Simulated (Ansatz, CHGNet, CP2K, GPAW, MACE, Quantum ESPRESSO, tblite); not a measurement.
# Ge(111) slab, H on both faces (54 atoms) in tblite

Wanted: tblite inputs and outputs for Ge(111) slab, H on both faces (54 atoms), checked against a plane-wave reference.

Method: the method is named at each step, in tblite 0.8.0.

## (1) The structure

The cell holds 54 atoms: 36 Ge and 18 H. Cell: a = 12.002 Å, b = 12.002 Å, c = 19.143 Å, α = 90.0°, β = 90.0°, γ = 120.0°. It derives from Ge (diamond-structure). Diamond-structure Ge (a = 5.658 Å), (111) slab of 4 atomic planes, 3 x 3 surface cells, H on the broken bonds of both faces, 12 Å of vacuum; displaced by a Gaussian of 0.02 Å. Then every atom was moved at random, 0.02 Å r.m.s. a Cartesian component (hydrogen 0.6 of that). Regions: slab, 36 atoms (36 Ge); hydrogen, 18 atoms (18 H). Vacuum lies along c.

The yardstick, on the same geometry:

| Property | Result |
| --- | --- |
| method | Kohn-Sham DFT, PBE, PAW, plane waves (Ansatz 0.2.0); cutoff 420 eV, Γ point, fermi-dirac smearing of 0.05 eV; PAW set soft_2 |
| r.m.s. force component | 0.5381 eV/Å |
| longest force | 2.251 eV/Å |
| gap (highest filled to lowest empty level) | 0.6908 eV |
| SCF cycles | 10 |
| time | 20 s on 4 threads of Arm Neoverse V2, shared host |
| CPU time | 77 s |

## (2) GFN1-xTB

Method: GFN1-xTB tight binding, diagonalisation.

run.py reads:

```python
import numpy as np
from ase.io import read
from tblite.ase import TBLite

atoms = read("structure.xyz")
atoms.calc = TBLite(method="GFN1-xTB", electronic_temperature=580, accuracy=1.0, max_iterations=250, mixer_damping=0.4, verbosity=1)
energy = atoms.get_potential_energy()
forces = atoms.get_forces()
print(f"energy {energy:.6f} eV")
print("forces (eV/A)")
for i, (a, f) in enumerate(zip(atoms, forces)):
    print(f"{i:4d} {a.symbol:2s} {f[0]:10.5f} {f[1]:10.5f} {f[2]:10.5f}")
print("charges (e)")
print(np.array2string(atoms.get_charges(), precision=4, suppress_small=True, max_line_width=110, threshold=100000))
```

structure.xyz reads:

```xyz
54
Lattice="12.00243 0.00000 0.00000 -6.00122 10.39441 0.00000 0.00000 0.00000 19.14331" Properties=species:S:1:pos:R:3 pbc="T T T"
Ge -0.02875 9.23845 8.30207
Ge 8.02044 0.03378 7.53117
Ge -2.01551 8.09423 11.66268
Ge 0.04813 9.21090 10.77558
Ge 1.97824 5.76557 8.38841
Ge 4.02963 6.94066 7.54802
Ge 0.02148 4.58872 11.60984
Ge 2.01070 5.83968 10.81061
Ge 3.99470 9.26069 8.35337
Ge -5.98952 10.38620 7.49518
Ge 2.04017 8.08124 11.57213
Ge 4.00899 9.23471 10.77730
Ge 4.01079 2.30039 8.35510
Ge 6.02192 3.42506 7.53462
Ge 2.01941 1.18663 11.60965
Ge 4.03984 2.27648 10.78170
Ge 5.95764 5.75143 8.32600
Ge 8.00964 6.88786 7.49173
Ge 4.03960 4.66678 11.59721
Ge 6.00325 5.77409 10.79281
Ge -3.97617 9.23523 8.38381
Ge -2.01419 10.37352 7.53385
Ge 6.02162 8.09932 11.59740
Ge -3.99627 9.21101 10.78381
Ge 7.97537 2.34269 8.34457
Ge 9.96964 3.49574 7.51796
Ge 6.01952 1.14785 11.63798
Ge 8.04169 2.28459 10.75318
Ge -2.00843 5.78439 8.32849
Ge 0.01170 6.94399 7.52830
Ge 7.99188 4.61439 11.60640
Ge -1.98256 5.75850 10.78726
Ge -0.07394 2.34893 8.37864
Ge 2.02313 3.42808 7.50456
Ge 10.00883 1.17519 11.67589
Ge -0.01386 2.26796 10.77041
H 1.99414 10.39389 5.98133
H -1.97530 8.11751 13.13403
H 3.99122 6.90698 5.99722
H -0.02215 4.64932 13.14897
H 11.96528 0.00967 6.02593
H 1.99060 8.07708 13.16141
H 6.02564 3.43296 5.97654
H 1.99072 1.11324 13.13901
H 7.97027 6.88266 5.98343
H 4.01475 4.63248 13.15433
H 4.01049 0.02869 5.98707
H 6.00583 8.10691 13.15701
H -1.98040 3.47485 6.05579
H 6.00890 1.17103 13.13576
H -0.03631 6.90948 5.99147
H 8.02344 4.59734 13.17711
H 1.99408 3.51144 5.97769
H 9.98992 1.14099 13.12944
```

Started as:

```console
$ OMP_NUM_THREADS=1 python run.py > output.txt
```

Log:

```text
------------------------------------------------------------
  cycle        total energy    energy error   density error
------------------------------------------------------------
      1     -67.45465369364  -6.7619852E+01   3.9150332E-01
      2     -69.11983584393  -1.6651822E+00   2.5509835E-01
      3     -68.96078580884   1.5905004E-01   1.8358726E-01
      4     -68.86506915390   9.5716655E-02   1.7822869E-01
      5     -67.21487946668   1.6501897E+00   1.9226795E-01
      6     -70.22552764096  -3.0106482E+00   2.1575797E-02
      7     -70.18856618301   3.6961458E-02   2.9077948E-02
      8     -70.25709507499  -6.8528892E-02   8.2889714E-03
      9     -70.26338045983  -6.2853848E-03   3.0807434E-03
     10     -70.26319598364   1.8447619E-04   3.5474201E-03
     11     -70.26385557923  -6.5959559E-04   8.3457592E-04
     12     -70.26387710191  -2.1522676E-05   4.7497555E-04
     13     -70.26387963696  -2.5350476E-06   4.5598948E-04
     14     -70.26389339016  -1.3753200E-05   9.5941655E-05
     15     -70.26389311464   2.7551687E-07   1.1242502E-04
     16     -70.26389375801  -6.4337249E-07   3.7122477E-05
     17     -70.26389380805  -5.0040427E-08   1.9915880E-05
------------------------------------------------------------
 total:                                   1.390 sec
energy -1911.977938 eV
forces (eV/A)
   0 Ge    0.48628    0.17629   -0.23394
   1 Ge   -0.34535   -0.12059    0.45884
   2 Ge    0.38082   -0.25158   -1.73952
   3 Ge   -0.54552    0.19028    0.48484
   4 Ge    0.41238   -0.07691   -0.84172
   5 Ge   -0.69922    0.02499    0.44780
   6 Ge    0.04506    0.11567   -0.67365
   7 Ge   -0.03610   -0.88128    0.49274
   8 Ge    0.28661   -0.05422   -0.70269
   9 Ge   -0.04129    0.26927    1.87553
  10 Ge   -0.11519    0.39388    0.21438
  11 Ge    0.22956    0.40636    0.69985
  12 Ge    0.06214   -0.26199   -0.64085
  13 Ge   -0.59148    0.36619    0.23910
  14 Ge   -0.04107   -0.43483   -0.82750
  15 Ge   -0.09788    0.56467    0.71635
  16 Ge    0.64178   -0.10310   -0.33077
  17 Ge   -0.38884    0.28358    1.10934
  18 Ge   -0.44385   -0.47407   -0.40989
  19 Ge    0.26612    0.27849    0.30879
  20 Ge   -0.32168   -0.36475   -1.04934
  21 Ge   -0.02672    0.28972    0.41201
  22 Ge   -0.21561   -0.20022   -0.37960
  23 Ge    0.14929    0.56539    0.87334
[...]
46 H    -0.04426   -0.04536    0.02936
  47 H     0.01518    0.00595   -0.15025
  48 H     0.04636   -0.04273   -1.14535
  49 H    -0.00734    0.01909    0.56998
  50 H     0.04601   -0.00577   -0.09222
  51 H    -0.03221    0.00167   -0.23666
  52 H     0.01103   -0.02335   -0.15856
  53 H    -0.02761    0.02231    1.28686
charges (e)
[-0.029   0.0667  0.053  -0.0474 -0.0496  0.0663  0.0635 -0.0283 -0.0293  0.0471  0.0866 -0.0396 -0.0325
  0.0773  0.0629 -0.0284 -0.0328  0.0559  0.0634 -0.0308 -0.0282  0.0689  0.0729 -0.0315 -0.0208  0.0548
  0.0618 -0.0418 -0.0358  0.0706  0.0682 -0.0401 -0.0389  0.0741  0.0593 -0.021  -0.0359 -0.0231 -0.0358
 -0.0348 -0.0233 -0.0408 -0.0353 -0.0318 -0.0287 -0.0369 -0.0347 -0.0353 -0.0251 -0.0265 -0.0343 -0.0367
 -0.0291 -0.0193]
```

The job ended after 1.9 s (1 thread of Arm Neoverse V2, shared host; peak memory 0.16 GiB).

Banners, paths, timers and routine set-up lines are dropped from the logs unmarked, and long logs keep their key lines alone; longer cuts are marked.

Against the reference:

* r.m.s. force component: 0.5128 eV/Å
* r.m.s. difference of force components: 166.2 meV/Å
* longest difference of force vectors: 517.2 meV/Å
* force difference over r.m.s. force: 30.89 %
* slope of forces against the reference's: 0.9065
* correlation of force components: 0.9511

Length of the force difference by element (eV/Å):

| element | atoms | mean | most |
| --- | --- | --- | --- |
| Ge | 36 | 0.30 | 0.52 |
| H | 18 | 0.17 | 0.42 |

The surroundings of Ge11, whose charge lies farthest from its element's mean, nearest first, numbered as they follow in the input and with coordinates relative to it.

| atom | x | y | z | distance (Å) | bonds | Mulliken charge (e) | Fx | Fy | Fz (eV/Å) |
| --- | --- | --- | --- | --- | --- | --- | --- | --- | --- |
| Ge11 | 0.00 | 0.00 | 0.00 | 0.00 | 4 | 0.09 | -0.12 | 0.39 | 0.21 |
| H42 | -0.05 | 0.00 | 1.59 | 1.59 | 1 | -0.04 | 0.03 | 0.01 | -0.40 |
| Ge8 | -0.03 | -2.24 | -0.76 | 2.37 | 4 | -0.03 | -0.04 | -0.88 | 0.49 |
| Ge12 | 1.97 | 1.15 | -0.79 | 2.42 | 4 | -0.04 | 0.23 | 0.41 | 0.70 |
| Ge4 | -1.99 | 1.13 | -0.80 | 2.42 | 4 | -0.05 | -0.55 | 0.19 | 0.48 |
| Ge5 | -0.06 | -2.32 | -3.18 | 3.94 | 4 | -0.05 | 0.41 | -0.08 | -0.84 |
| Ge9 | 1.95 | 1.18 | -3.22 | 3.95 | 4 | -0.03 | 0.29 | -0.05 | -0.70 |
| Ge19 | 2.00 | -3.41 | 0.03 | 3.96 | 4 | 0.06 | -0.44 | -0.47 | -0.41 |
| Ge23 | 3.98 | 0.02 | 0.03 | 3.98 | 4 | 0.07 | -0.22 | -0.20 | -0.38 |
| Ge35 | 1.97 | 3.49 | 0.10 | 4.01 | 4 | 0.06 | 0.00 | -0.39 | -2.00 |
| Ge27 | -2.02 | 3.46 | 0.07 | 4.01 | 4 | 0.06 | 0.28 | -0.26 | -1.30 |
| Ge7 | -2.02 | -3.49 | 0.04 | 4.03 | 4 | 0.06 | 0.05 | 0.12 | -0.67 |
| Ge1 | -2.07 | 1.16 | -3.27 | 4.04 | 4 | -0.03 | 0.49 | 0.18 | -0.23 |
| Ge3 | -4.06 | 0.01 | 0.09 | 4.06 | 4 | 0.05 | 0.38 | -0.25 | -1.74 |

Atoms are counted from 1 here, from 0 in the log.

Forces lie 31 % from the reference's, at 0.024 times its CPU time (on 1 against 4 cores).

## (3) Outcome

| Property | Result |
| --- | --- |
| force difference from the reference | tblite GFN1-xTB, 31 % |
| its CPU time | 1.9 s |

In words: Tight binding differs by 31 % (tblite GFN1-xTB); it is another model, with fitted parameters of its own, and the xTB methods hold dispersion. One electronic-structure run takes under half the reference's CPU time: tblite GFN1-xTB, at 31 % in 1.9 s against 77 s. Periodic xTB results under one method name differ between programs and library versions. The electronic-structure runs sample only Γ, in a cell whose shortest periodic width is 10 Å.

[Also dropped from logs without a mark: logging warnings of Python, and SIESTA's first energy breakdown and zero terms.]

[Logs are printed without paths, hosts, clocks, repeated set-up lines and the standing remarks that a program may print on its own settings, such as how far it seeks lower states.]

[Hosts, paths, dates, database ids (printed as entryN), source tags and the programs' standing remarks are cut or masked in the printed files.]
